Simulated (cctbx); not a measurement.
## Interatomic vectors of Fe2Si4PbS10O2

Space group C2 (no. 5), a = 11.6980 Å, b = 10.7170 Å, c = 6.4010 Å, α = 90.00°, β = 107.57°, γ = 90.00°, content Pb2 Fe4 S20 Si8 O4.

The data are simulated with cctbx, not measured: Mo Kα, λ = 0.71073 Å, to d = 0.8 Å, 80 % of the full sphere, strongest reflection 40000 counts, noise from counting, a 2 % proportional error and a noise floor of 8 counts (s.d.); no absorption.

Patterson synthesis from sharpened amplitudes, origin scaled to 1000:

```text
Patterson group C 1 2/m 1
      u       v       w   height  length (A)
  0.000   0.000   0.000   1000.0     0.00
  0.000   0.205   0.500    215.1     3.88
  0.000   0.415   0.000    148.3     4.45
  0.133   0.052   0.422    113.4     2.74
  0.203   0.287   0.014    106.7     3.87
  0.115   0.380   0.385    104.2     4.74
  0.116   0.216   0.894    100.4     2.86
  0.149   0.177   0.744     96.3     3.33
  0.144   0.196   0.227     86.6     2.81
  0.211   0.103   0.515     77.0     4.65
  0.207   0.500   0.521     63.2     6.96
  0.149   0.390   0.240     55.6     4.61
  0.043   0.095   0.051     49.6     1.13
  0.085   0.047   0.978     48.4     1.16
```

Q: Assign the vectors.

A peak at u stands for all pairs with xi − xj = u, with weight Σ ZiZj against Σ Z² = 23096 at the origin. Peak heights follow these weights only roughly, since form factors, motion and series ripples differ, all vectors within 0.55 Å of a peak are counted as merged into it though the farther ones add only part of their weight, and F(000) is left out, which lowers the whole map:

| u | v | w | shortest length (Å) | height | 1000 ΣZiZj/ΣZ² | pairs in the cell |
| --- | --- | --- | --- | --- | --- | --- |
| 0.000 | 0.205 | 0.500 | 3.88 | 215 | 366 | 2 × Pb–Fe, 8 × S–S, 2 × Fe–Fe, 4 × Si–Si |
| 0.000 | 0.415 | 0.000 | 4.45 | 148 | 185 | 2 × Pb–Fe |
| 0.133 | 0.052 | 0.422 | 2.74 | 113 | 186 | 2 × Pb–S, 4 × Fe–S |
| 0.203 | 0.287 | 0.014 | 3.87 | 107 | 162 | 2 × Pb–Si, 4 × Fe–Si |
| 0.115 | 0.380 | 0.385 | 4.74 | 104 | 150 | 2 × Pb–S, 2 × Fe–S |
| 0.116 | 0.216 | 0.894 | 2.87 | 100 | 186 | 2 × Pb–S, 4 × Fe–S |
| 0.149 | 0.177 | 0.744 | 3.32 | 96 | 114 | 2 × Pb–S |
| 0.144 | 0.196 | 0.227 | 2.81 | 87 | 114 | 2 × Pb–S |
| 0.211 | 0.103 | 0.515 | 3.64 | 77 | 99 | 2 × Pb–Si |
| 0.207 | 0.500 | 0.521 | 3.85 | 63 | 170 | 8 × Fe–Si, 4 × S–S |

The table stops at ten peaks or at a height of 45, below which ripples compete. In the model behind the data Pb, the heaviest element, has 1 independent site: (0, 0.3055, 1/2), up to an allowed shift of origin. No listed peak is a Pb–Pb vector, so the position follows from the cell content and the cross vectors. The whole model:

| atom | mult. | x | y | z | Ueq (Å²) |
| --- | --- | --- | --- | --- | --- |
| Pb1 | 2 | 0 | 0.3055 | 1/2 | 0.0147 |
| Fe1 | 2 | 0 | 0.8893 | 1/2 | 0.0321 |
| Fe2 | 2 | 0 | 0.0948 | 0 | 0.0232 |
| S1 | 4 | 0.1459 | 0.4797 | 0.2443 | 0.0294 |
| S2 | 4 | 0.6143 | 0.5806 | 0.3920 | 0.0332 |
| S3 | 4 | 0.1488 | 0.5023 | 0.7326 | 0.0338 |
| S4 | 4 | 0.1351 | 0.2491 | 0.9305 | 0.0277 |
| S5 | 4 | 0.6149 | 0.4235 | 0.8816 | 0.0236 |
| Si1 | 4 | 0.2061 | 0.5920 | 0.5129 | 0.0262 |
| Si2 | 4 | 0.2105 | 0.4131 | 0.0137 | 0.0332 |
| O1 | 4 | 0.8553 | 0.7553 | 0.5409 | 0.0385 |

The model was made for the exercise: a known structure type with other elements put in, its volume estimated, not relaxed; displacement parameters are assumed.

[Logs are printed without paths, hosts, clocks, repeated set-up lines and the standing remarks that a program may print on its own settings, such as how far it seeks lower states.]
